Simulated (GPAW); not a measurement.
# Conductance along a series: a Sb chain with one bond drawn out

Aim: how the conductance and the thermopower change along a series of junctions, a Sb chain with one bond drawn out.

Method: GPAW LCAO, PAW setups; Landauer transmission from Green's functions with principal layers (ASE), zero bias, in GPAW 26.7.0.

### 1. Starting point

The cell holds 8 atoms: 8 Sb. Its edges and angles: a = 9.000 Å, b = 9.000 Å, c = 22.200 Å, α = 90.0°, β = 90.0°, γ = 90.0°. Regions: left lead, 4 atoms (4 Sb); right lead, 4 atoms (4 Sb). Vacuum lies along a and b. The structure is stacked, and the current runs, along c.

As a file:

```
Sb
1.0
     9.00000    0.00000    0.00000
     0.00000    9.00000    0.00000
     0.00000    0.00000   22.20000
Sb
8
Cartesian
  4.5000 4.5000 1.3750
  4.5000 4.5000 4.1250
  4.5000 4.5000 6.8750
  4.5000 4.5000 9.6250
  4.5000 4.5000 12.5750
  4.5000 4.5000 15.3250
  4.5000 4.5000 18.0750
  4.5000 4.5000 20.8250
```

### 2. Member of the series, stretch 0.2 Å

The structure changes from member to member while basis and functional stay, so that the trend is less open to errors of the level than any single value.

Input file run.py:

```python
import json
import numpy as np
from ase import Atoms
from ase.transport.calculators import TransportCalculator
from gpaw import GPAW, FermiDirac
from gpaw.lcao.tools import get_lcao_hamiltonian
from scipy.linalg import eigh

# The junction with lead layers at both ends, along the third cell vector
device = Atoms(
    ['Sb', 'Sb', 'Sb', 'Sb', 'Sb', 'Sb', 'Sb', 'Sb'],
    positions=[
        [4.50000, 4.50000, 1.37500],
        [4.50000, 4.50000, 4.12500],
        [4.50000, 4.50000, 6.87500],
        [4.50000, 4.50000, 9.62500],
        [4.50000, 4.50000, 12.57500],
        [4.50000, 4.50000, 15.32500],
        [4.50000, 4.50000, 18.07500],
        [4.50000, 4.50000, 20.82500]],
    cell=[[9.0, 0.0, 0.0], [0.0, 9.0, 0.0], [0.0, 0.0, 22.2]],
    pbc=True)

# One principal layer of the lead: the first 2 atoms of the device
lead = Atoms(
    ['Sb', 'Sb'],
    positions=[
        [4.50000, 4.50000, 1.37500],
        [4.50000, 4.50000, 4.12500]],
    cell=[[9.0, 0.0, 0.0], [0.0, 9.0, 0.0], [0.0, 0.0, 5.5]],
    pbc=True)

settings = dict(mode='lcao', basis='dzp', xc='RPBE', h=0.2,
                occupations=FermiDirac(0.1), maxiter=250,
                mixer=dict(beta=0.1, nmaxold=8, weight=100.0),
                convergence=dict(density=0.0001))
energies = np.arange(-2, 2 + 1e-9, 0.05)
eta = 0.0001
n1, n2 = 1, 1
# k and -k transmit alike, so half of the mesh across the current serves
mesh = [(i, j) for i in range(n1) for j in range(n2) if (i, j) <= (-i % n1, -j % n2)]
weights = np.array([1 if (i, j) == (-i % n1, -j % n2) else 2 for i, j in mesh]) / (n1 * n2)

# [... helper functions left out ...]
fermi_lead = ground_state(lead, (1, 1, 20), 'lead.txt')
fermi_device = ground_state(device, (1, 1, 4), 'device.txt')
# [... loop over the mesh left out, but for ...]
        # Shift the lead onto the potential of the device's first layer
        shift = ((H[:, 0, 0] - H0[:, 0, 0]) / S0[0, 0]).real.mean()
# [...]
kT = 8.617333e-5 * 77
bias = [0.1, 0.2, 0.5, 1.0, 1.5, 2.0]
# [... integrals and printing left out ...]
```

The run is started by

```
$ OMP_NUM_THREADS=1 OPENBLAS_NUM_THREADS=1 python run.py
```

Output:

```text
basis functions: device 184, principal layer 46
Fermi level: lead -3.0809 eV, device -3.0904 eV; lead shifted by -0.0235 eV
largest coupling past the next layer 7.85e-05 eV, largest misfit of the first layer 0.021 eV
  E-E_F (eV)   T (one spin)  [channel counts left out]
    -2.000    9.6769e-01
    -1.950    9.6806e-01
    -1.900    9.6842e-01
    -1.850    9.6878e-01
    -1.800    9.6913e-01
    -1.750    9.6947e-01
    -1.700    9.6981e-01
    -1.650    9.7014e-01
    -1.600    1.1481e+00
    -1.550    1.6522e+00
    -1.500    2.0151e+00
    -1.450    2.2388e+00
    -1.400    2.3726e+00
    -1.350    2.4551e+00
    -1.300    2.5093e+00
    -1.250    2.5481e+00
[...]
1.650    2.7377e+00
     1.700    2.7139e+00
     1.750    2.6814e+00
     1.800    2.6331e+00
     1.850    2.5518e+00
     1.900    2.3795e+00
     1.950    1.7486e+00
     2.000    9.7336e-01
conductance at 77 K: 2.8722 G0 a cell; thermopower -0.02175 uV/K
current from the zero-bias T(E) at 0.1 V: 22.253 uA
current from the zero-bias T(E) at 0.2 V: 44.504 uA
current from the zero-bias T(E) at 0.5 V: 111.21 uA
current from the zero-bias T(E) at 1.0 V: 222.05 uA
current from the zero-bias T(E) at 1.5 V: 331.94 uA
current from the zero-bias T(E) at 2.0 V: 440.12 uA
```

It took 20 s on 1 thread of Arm Neoverse V2, shared host; peak memory 0.76 GiB.

This step gave:

* conductance: 2.872 G₀
* largest coupling past the next principal layer: 7.85e-5 eV
* largest misfit of the first principal layer: 0.02071 eV
* shift that aligns the lead: -0.02349 eV
* basis functions of the junction: 184
* basis functions of a principal layer: 46
* transmission at the Fermi level (one spin): 2.872

One spin. Table of transmission, zone mean by energy, zero at the Fermi level:

| energy (eV) | transmission, zone mean |
| --- | --- |
| -2.00 | 0.968 |
| -1.85 | 0.969 |
| -1.70 | 0.970 |
| -1.60 | 1.15 |
| -1.45 | 2.24 |
| -1.30 | 2.51 |
| -1.15 | 2.60 |
| -1.05 | 2.65 |
| -0.90 | 2.71 |
| -0.75 | 2.77 |
| -0.60 | 2.81 |
| -0.50 | 2.83 |
| -0.35 | 2.85 |
| -0.20 | 2.86 |
| -0.05 | 2.87 |
| 0.00 | 2.87 |
| 0.05 | 2.87 |
| 0.20 | 2.88 |
| 0.35 | 2.88 |
| 0.50 | 2.88 |
| 0.60 | 2.87 |
| 0.75 | 2.87 |
| 0.90 | 2.86 |
| 1.05 | 2.85 |
| 1.15 | 2.84 |
| 1.30 | 2.82 |
| 1.45 | 2.80 |
| 1.60 | 2.76 |
| 1.70 | 2.71 |
| 1.85 | 2.55 |
| 2.00 | 0.973 |

Not self-consistent under bias; the bias window is split evenly. The current through one cell, from the zero-bias transmission by bias:

| bias (V) | current through one cell, from the zero-bias transmission (μA) |
| --- | --- |
| 0.100 | 22.3 |
| 0.200 | 44.5 |
| 0.500 | 111 |
| 1.000 | 222 |
| 1.500 | 332 |
| 2.000 | 440 |

The transmission of the three most open eigenchannels by energy, zero at the Fermi level:

| energy (eV) | channel 1 | channel 2 = channel 3 |
| --- | --- | --- |
| -2.000 | 0.968 | 2.7e-11 |
| -1.800 | 0.969 | 2.7e-11 |
| -1.600 | 0.970 | 0.0888 |
| -1.400 | 0.972 | 0.700 |
| -1.200 | 0.973 | 0.803 |
| -1.000 | 0.974 | 0.850 |
| -0.800 | 0.974 | 0.888 |
| -0.600 | 0.975 | 0.916 |
| -0.400 | 0.975 | 0.934 |
| -0.200 | 0.976 | 0.943 |
| 0.000 | 0.976 | 0.948 |
| 0.200 | 0.976 | 0.951 |
| 0.400 | 0.975 | 0.951 |
| 0.600 | 0.975 | 0.950 |
| 0.800 | 0.975 | 0.946 |
| 1.000 | 0.975 | 0.940 |
| 1.200 | 0.974 | 0.930 |
| 1.400 | 0.974 | 0.915 |
| 1.600 | 0.974 | 0.891 |
| 1.800 | 0.973 | 0.830 |
| 2.000 | 0.973 | 6.0e-8 |

Couplings past the next layer reach 7.8e-5 eV, small enough to drop; the first layer differs from the bulk lead by up to 0.021 eV, a small residual of the finite cell. The two Fermi levels in the log count from different zeros of potential, one for each periodic cell; with both set to zero, the small shift printed beside them is what aligns lead and junction. By hand: G = 2.872 × 77.48 μS = 223 μS, a resistance of 4.49 kΩ; at 0.1 V a linear junction would pass 22.3 μA, and the integral over the bias window gives 22.3 μA.

### 3. Junction: stretch = 0.5

The cell differs from the one that the last finished run ended in (c 22.200 → 22.500 Å).

Changes to run.py since step 2:

```diff
@@ -16,7 +16,7 @@
         [4.50000, 4.50000, 9.62500],
-        [4.50000, 4.50000, 12.57500],
-        [4.50000, 4.50000, 15.32500],
-        [4.50000, 4.50000, 18.07500],
-        [4.50000, 4.50000, 20.82500]],
-    cell=[[9.0, 0.0, 0.0], [0.0, 9.0, 0.0], [0.0, 0.0, 22.2]],
+        [4.50000, 4.50000, 12.87500],
+        [4.50000, 4.50000, 15.62500],
+        [4.50000, 4.50000, 18.37500],
+        [4.50000, 4.50000, 21.12500]],
+    cell=[[9.0, 0.0, 0.0], [0.0, 9.0, 0.0], [0.0, 0.0, 22.5]],
     pbc=True)
```

Output:

```text
basis functions: device 184, principal layer 46
Fermi level: lead -3.0809 eV, device -3.1007 eV; lead shifted by -0.0180 eV
largest coupling past the next layer 7.85e-05 eV, largest misfit of the first layer 0.034 eV
  E-E_F (eV)   T (one spin)  [channel counts left out]
    -2.000    8.0002e-01
    -1.950    8.0206e-01
    -1.900    8.0407e-01
    -1.850    8.0604e-01
    -1.800    8.0797e-01
    -1.750    8.0987e-01
    -1.700    8.1173e-01
    -1.650    8.1356e-01
    -1.600    8.3709e-01
    -1.550    9.5017e-01
    -1.500    1.0740e+00
    -1.450    1.1916e+00
    -1.400    1.2937e+00
    -1.350    1.3782e+00
    -1.300    1.4472e+00
    -1.250    1.5043e+00
[...]
1.650    1.8649e+00
     1.700    1.8012e+00
     1.750    1.7219e+00
     1.800    1.6204e+00
     1.850    1.4855e+00
     1.900    1.2970e+00
     1.950    1.0149e+00
     2.000    8.5038e-01
conductance at 77 K: 2.2826 G0 a cell; thermopower -0.1303 uV/K
current from the zero-bias T(E) at 0.1 V: 17.683 uA
current from the zero-bias T(E) at 0.2 V: 35.35 uA
current from the zero-bias T(E) at 0.5 V: 88.102 uA
current from the zero-bias T(E) at 1.0 V: 174.29 uA
current from the zero-bias T(E) at 1.5 V: 256.94 uA
current from the zero-bias T(E) at 2.0 V: 335.11 uA
```

Run time: 21 s. Hardware: 1 thread; peak memory 0.76 GiB.

This step gave:

```yaml
conductance: 2.283 G₀
largest_misfit_of_the_first_principal_layer: 0.03410 eV
shift_that_aligns_the_lead: -0.01797 eV
transmission_at_the_fermi_level_one_spin: 2.283
```

One spin. The transmission, zone mean by energy, zero at the Fermi level:

| energy (eV) | transmission, zone mean |
| --- | --- |
| -2.00 | 0.800 |
| -1.85 | 0.806 |
| -1.70 | 0.812 |
| -1.60 | 0.837 |
| -1.45 | 1.19 |
| -1.30 | 1.45 |
| -1.15 | 1.60 |
| -1.05 | 1.67 |
| -0.90 | 1.79 |
| -0.75 | 1.90 |
| -0.60 | 2.02 |
| -0.50 | 2.08 |
| -0.35 | 2.17 |
| -0.20 | 2.23 |
| -0.05 | 2.27 |
| 0.00 | 2.28 |
| 0.05 | 2.29 |
| 0.20 | 2.30 |
| 0.25 | 2.30 |
| 0.35 | 2.30 |
| 0.50 | 2.29 |
| 0.60 | 2.27 |
| 0.75 | 2.25 |
| 0.90 | 2.22 |
| 1.05 | 2.19 |
| 1.15 | 2.16 |
| 1.30 | 2.11 |
| 1.45 | 2.03 |
| 1.60 | 1.92 |
| 1.70 | 1.80 |
| 1.85 | 1.49 |
| 2.00 | 0.850 |

Not self-consistent under bias; the bias window is split evenly. Current through one cell, from the zero-bias transmission against bias:

| bias (V) | current through one cell, from the zero-bias transmission (μA) |
| --- | --- |
| 0.100 | 17.7 |
| 0.200 | 35.4 |
| 0.500 | 88.1 |
| 1.000 | 174 |
| 1.500 | 257 |
| 2.000 | 335 |

Transmission of the three most open eigenchannels against energy, zero at the Fermi level:

| energy (eV) | channel 1 | channel 2 = channel 3 |
| --- | --- | --- |
| -2.00 | 0.800 | 2.7e-11 |
| -1.85 | 0.806 | 2.6e-11 |
| -1.70 | 0.812 | 2.6e-11 |
| -1.60 | 0.815 | 0.0109 |
| -1.45 | 0.821 | 0.186 |
| -1.30 | 0.825 | 0.311 |
| -1.15 | 0.830 | 0.383 |
| -1.05 | 0.833 | 0.421 |
| -0.90 | 0.836 | 0.476 |
| -0.75 | 0.840 | 0.532 |
| -0.60 | 0.843 | 0.587 |
| -0.50 | 0.844 | 0.620 |
| -0.35 | 0.847 | 0.662 |
| -0.20 | 0.848 | 0.693 |
| -0.05 | 0.850 | 0.712 |
| 0.00 | 0.850 | 0.716 |
| 0.05 | 0.850 | 0.720 |
| 0.20 | 0.851 | 0.724 |
| 0.35 | 0.852 | 0.723 |
| 0.50 | 0.852 | 0.717 |
| 0.60 | 0.852 | 0.711 |
| 0.75 | 0.852 | 0.700 |
| 0.90 | 0.852 | 0.686 |
| 1.05 | 0.852 | 0.668 |
| 1.15 | 0.851 | 0.654 |
| 1.30 | 0.851 | 0.627 |
| 1.45 | 0.851 | 0.590 |
| 1.60 | 0.851 | 0.533 |
| 1.70 | 0.850 | 0.475 |
| 1.85 | 0.850 | 0.318 |
| 2.00 | 0.850 | 2.2e-8 |

The conductance, 2.28 G₀, lies 21 % below that of the member before.

### 4. Member of the series: stretch = 0.8

The cell differs from the one that the last finished run ended in (c 22.500 → 22.800 Å).

Changes to run.py since step 3:

```diff
@@ -16,7 +16,7 @@
         [4.50000, 4.50000, 9.62500],
-        [4.50000, 4.50000, 12.87500],
-        [4.50000, 4.50000, 15.62500],
-        [4.50000, 4.50000, 18.37500],
-        [4.50000, 4.50000, 21.12500]],
-    cell=[[9.0, 0.0, 0.0], [0.0, 9.0, 0.0], [0.0, 0.0, 22.5]],
+        [4.50000, 4.50000, 13.17500],
+        [4.50000, 4.50000, 15.92500],
+        [4.50000, 4.50000, 18.67500],
+        [4.50000, 4.50000, 21.42500]],
+    cell=[[9.0, 0.0, 0.0], [0.0, 9.0, 0.0], [0.0, 0.0, 22.8]],
     pbc=True)
```

Output:

```text
basis functions: device 184, principal layer 46
Fermi level: lead -3.0809 eV, device -3.1024 eV; lead shifted by -0.0306 eV
largest coupling past the next layer 7.85e-05 eV, largest misfit of the first layer 0.049 eV
  E-E_F (eV)   T (one spin)  [channel counts left out]
    -2.000    5.5007e-01
    -1.950    5.5382e-01
    -1.900    5.5753e-01
[...]
1.950    7.0048e-01
     2.000    6.7780e-01
conductance at 77 K: 1.5202 G0 a cell; thermopower -0.2711 uV/K
current from the zero-bias T(E) at 0.1 V: 11.775 uA
current from the zero-bias T(E) at 0.2 V: 23.532 uA
current from the zero-bias T(E) at 0.5 V: 58.507 uA
current from the zero-bias T(E) at 1.0 V: 114.86 uA
current from the zero-bias T(E) at 1.5 V: 167.64 uA
current from the zero-bias T(E) at 2.0 V: 216.53 uA
```

The job ended after 21 s (1 thread; peak memory 0.77 GiB).

One spin. Table of transmission, zone mean by energy, zero at the Fermi level:

| energy (eV) | transmission, zone mean |
| --- | --- |
| -2.000 | 0.550 |
| -1.800 | 0.565 |
| -1.600 | 0.591 |
| -1.400 | 0.773 |
| -1.200 | 0.901 |
| -1.000 | 0.992 |
| -0.800 | 1.10 |
| -0.600 | 1.23 |
| -0.400 | 1.35 |
| -0.200 | 1.46 |
| 0.000 | 1.52 |
| 0.200 | 1.55 |
| 0.250 | 1.55 |
| 0.400 | 1.54 |
| 0.600 | 1.52 |
| 0.800 | 1.48 |
| 1.000 | 1.44 |
| 1.200 | 1.38 |
| 1.400 | 1.29 |
| 1.600 | 1.18 |
| 1.800 | 0.986 |
| 2.000 | 0.678 |

The conductance, 1.52 G₀, lies 33 % below that of the member before.

### 5. Member of the series: stretch = 1.2

The cell differs from the one that the last finished run ended in (c 22.800 → 23.200 Å).

Changes to run.py since step 4:

```diff
@@ -16,7 +16,7 @@
         [4.50000, 4.50000, 9.62500],
-        [4.50000, 4.50000, 13.17500],
-        [4.50000, 4.50000, 15.92500],
-        [4.50000, 4.50000, 18.67500],
-        [4.50000, 4.50000, 21.42500]],
-    cell=[[9.0, 0.0, 0.0], [0.0, 9.0, 0.0], [0.0, 0.0, 22.8]],
+        [4.50000, 4.50000, 13.57500],
+        [4.50000, 4.50000, 16.32500],
+        [4.50000, 4.50000, 19.07500],
+        [4.50000, 4.50000, 21.82500]],
+    cell=[[9.0, 0.0, 0.0], [0.0, 9.0, 0.0], [0.0, 0.0, 23.2]],
     pbc=True)
```

Output:

```text
basis functions: device 184, principal layer 46
Fermi level: lead -3.0809 eV, device -3.1066 eV; lead shifted by -0.0416 eV
largest coupling past the next layer 7.85e-05 eV, largest misfit of the first layer 0.062 eV
  E-E_F (eV)   T (one spin)  [channel counts left out]
    -2.000    2.6190e-01
    -1.950    2.6553e-01
    -1.900    2.6917e-01
[...]
1.950    4.4961e-01
     2.000    4.5158e-01
conductance at 77 K: 0.73358 G0 a cell; thermopower -0.4274 uV/K
current from the zero-bias T(E) at 0.1 V: 5.6817 uA
current from the zero-bias T(E) at 0.2 V: 11.353 uA
current from the zero-bias T(E) at 0.5 V: 28.198 uA
current from the zero-bias T(E) at 1.0 V: 55.206 uA
current from the zero-bias T(E) at 1.5 V: 80.38 uA
current from the zero-bias T(E) at 2.0 V: 103.69 uA
```

Wall time 21 s (1 thread); peak memory 0.77 GiB.

The conductance, 0.734 G₀, lies 52 % below that of the member before.

### 6. Member of the series: stretch = 1.6

The cell differs from the one that the last finished run ended in (c 23.200 → 23.600 Å).

Changes to run.py since step 5:

```diff
@@ -16,7 +16,7 @@
         [4.50000, 4.50000, 9.62500],
-        [4.50000, 4.50000, 13.57500],
-        [4.50000, 4.50000, 16.32500],
-        [4.50000, 4.50000, 19.07500],
-        [4.50000, 4.50000, 21.82500]],
-    cell=[[9.0, 0.0, 0.0], [0.0, 9.0, 0.0], [0.0, 0.0, 23.2]],
+        [4.50000, 4.50000, 13.97500],
+        [4.50000, 4.50000, 16.72500],
+        [4.50000, 4.50000, 19.47500],
+        [4.50000, 4.50000, 22.22500]],
+    cell=[[9.0, 0.0, 0.0], [0.0, 9.0, 0.0], [0.0, 0.0, 23.6]],
     pbc=True)
@@ -45,3 +45,3 @@
 fermi_lead = ground_state(lead, (1, 1, 20), 'lead.txt')
-fermi_device = ground_state(device, (1, 1, 4), 'device.txt')
+fermi_device = ground_state(device, (1, 1, 3), 'device.txt')
 # [... loop over the mesh left out, but for ...]
```

Output:

```text
basis functions: device 184, principal layer 46
Fermi level: lead -3.0809 eV, device -3.1156 eV; lead shifted by -0.0457 eV
largest coupling past the next layer 7.85e-05 eV, largest misfit of the first layer 0.067 eV
  E-E_F (eV)   T (one spin)  [channel counts left out]
    -2.000    1.0318e-01
    -1.950    1.0528e-01
    -1.900    1.0739e-01
[...]
1.950    2.6892e-01
     2.000    2.7141e-01
conductance at 77 K: 0.31111 G0 a cell; thermopower -0.5508 uV/K
current from the zero-bias T(E) at 0.1 V: 2.4097 uA
current from the zero-bias T(E) at 0.2 V: 4.8152 uA
current from the zero-bias T(E) at 0.5 V: 11.967 uA
current from the zero-bias T(E) at 1.0 V: 23.483 uA
current from the zero-bias T(E) at 1.5 V: 34.323 uA
current from the zero-bias T(E) at 2.0 V: 44.497 uA
```

The job ended after 20 s (1 thread; peak memory 0.79 GiB).

The conductance, 0.311 G₀, lies 58 % below that of the member before.

### 7. Member of the series: stretch = 2.0

The cell differs from the one that the last finished run ended in (c 23.600 → 24.000 Å).

Changes to run.py since step 6:

```diff
@@ -16,7 +16,7 @@
         [4.50000, 4.50000, 9.62500],
-        [4.50000, 4.50000, 13.97500],
-        [4.50000, 4.50000, 16.72500],
-        [4.50000, 4.50000, 19.47500],
-        [4.50000, 4.50000, 22.22500]],
-    cell=[[9.0, 0.0, 0.0], [0.0, 9.0, 0.0], [0.0, 0.0, 23.6]],
+        [4.50000, 4.50000, 14.37500],
+        [4.50000, 4.50000, 17.12500],
+        [4.50000, 4.50000, 19.87500],
+        [4.50000, 4.50000, 22.62500]],
+    cell=[[9.0, 0.0, 0.0], [0.0, 9.0, 0.0], [0.0, 0.0, 24.0]],
     pbc=True)
```

Output:

```text
basis functions: device 184, principal layer 46
Fermi level: lead -3.0809 eV, device -3.1281 eV; lead shifted by -0.0453 eV
largest coupling past the next layer 7.85e-05 eV, largest misfit of the first layer 0.068 eV
  E-E_F (eV)   T (one spin)  [channel counts left out]
    -2.000    3.6527e-02
    -1.950    3.7461e-02
    -1.900    3.8412e-02
[...]
1.950    1.4441e-01
     2.000    1.4654e-01
conductance at 77 K: 0.12149 G0 a cell; thermopower -0.6595 uV/K
current from the zero-bias T(E) at 0.1 V: 0.94104 uA
current from the zero-bias T(E) at 0.2 V: 1.8807 uA
current from the zero-bias T(E) at 0.5 V: 4.6792 uA
current from the zero-bias T(E) at 1.0 V: 9.2167 uA
current from the zero-bias T(E) at 1.5 V: 13.549 uA
current from the zero-bias T(E) at 2.0 V: 17.693 uA
```

It took 21 s on 1 thread; peak memory 0.79 GiB.

One spin. Table of transmission, zone mean by energy, zero at the Fermi level:

energy (eV), transmission, zone mean and a bar from the least value:
```
   -2.000      0.037 
   -1.800      0.040 #
   -1.600      0.045 ##
   -1.400      0.054 #####
   -1.200      0.062 #######
   -1.000      0.069 #########
   -0.800      0.078 ###########
   -0.600      0.088 ##############
   -0.400      0.100 #################
   -0.200      0.112 ####################
    0.000      0.122 #######################
    0.200      0.129 #########################
    0.400      0.133 ##########################
    0.600      0.137 ###########################
    0.800      0.139 ############################
    1.000      0.141 ############################
    1.200      0.143 #############################
    1.400      0.145 #############################
    1.600      0.146 ##############################
    1.800      0.146 ##############################
    2.000      0.147 ##############################
```

The conductance, 0.121 G₀, lies 61 % below that of the member before.

### 8. Junction: stretch = 2.6

The cell differs from the one that the last finished run ended in (c 24.000 → 24.600 Å).

Changes to run.py since step 7:

```diff
@@ -16,7 +16,7 @@
         [4.50000, 4.50000, 9.62500],
-        [4.50000, 4.50000, 14.37500],
-        [4.50000, 4.50000, 17.12500],
-        [4.50000, 4.50000, 19.87500],
-        [4.50000, 4.50000, 22.62500]],
-    cell=[[9.0, 0.0, 0.0], [0.0, 9.0, 0.0], [0.0, 0.0, 24.0]],
+        [4.50000, 4.50000, 14.97500],
+        [4.50000, 4.50000, 17.72500],
+        [4.50000, 4.50000, 20.47500],
+        [4.50000, 4.50000, 23.22500]],
+    cell=[[9.0, 0.0, 0.0], [0.0, 9.0, 0.0], [0.0, 0.0, 24.6]],
     pbc=True)
```

Output:

```text
basis functions: device 184, principal layer 46
Fermi level: lead -3.0809 eV, device -3.1500 eV; lead shifted by -0.0446 eV
largest coupling past the next layer 7.85e-05 eV, largest misfit of the first layer 0.068 eV
  E-E_F (eV)   T (one spin)  [channel counts left out]
    -2.000    7.1711e-03
    -1.950    7.4002e-03
    -1.900    7.6355e-03
[...]
1.950    4.7962e-02
     2.000    4.9010e-02
conductance at 77 K: 0.02711 G0 a cell; thermopower -0.8064 uV/K
current from the zero-bias T(E) at 0.1 V: 0.21001 uA
current from the zero-bias T(E) at 0.2 V: 0.41985 uA
current from the zero-bias T(E) at 0.5 V: 1.0467 uA
current from the zero-bias T(E) at 1.0 V: 2.0759 uA
current from the zero-bias T(E) at 1.5 V: 3.0831 uA
current from the zero-bias T(E) at 2.0 V: 4.0775 uA
```

Elapsed: 20 s, on 1 thread; peak memory 0.81 GiB.

The conductance, 0.0271 G₀, lies 78 % below that of the member before.

(Part 1 of 2 ends here.)

[Long decimals in the printed logs are rounded to 6 places.]

[Logs are printed without paths, hosts, clocks, repeated set-up lines and the standing remarks that a program may print on its own settings, such as how far it seeks lower states.]

[Hosts, paths, dates, database ids (printed as entryN), source tags and the programs' standing remarks are cut or masked in the printed files.]
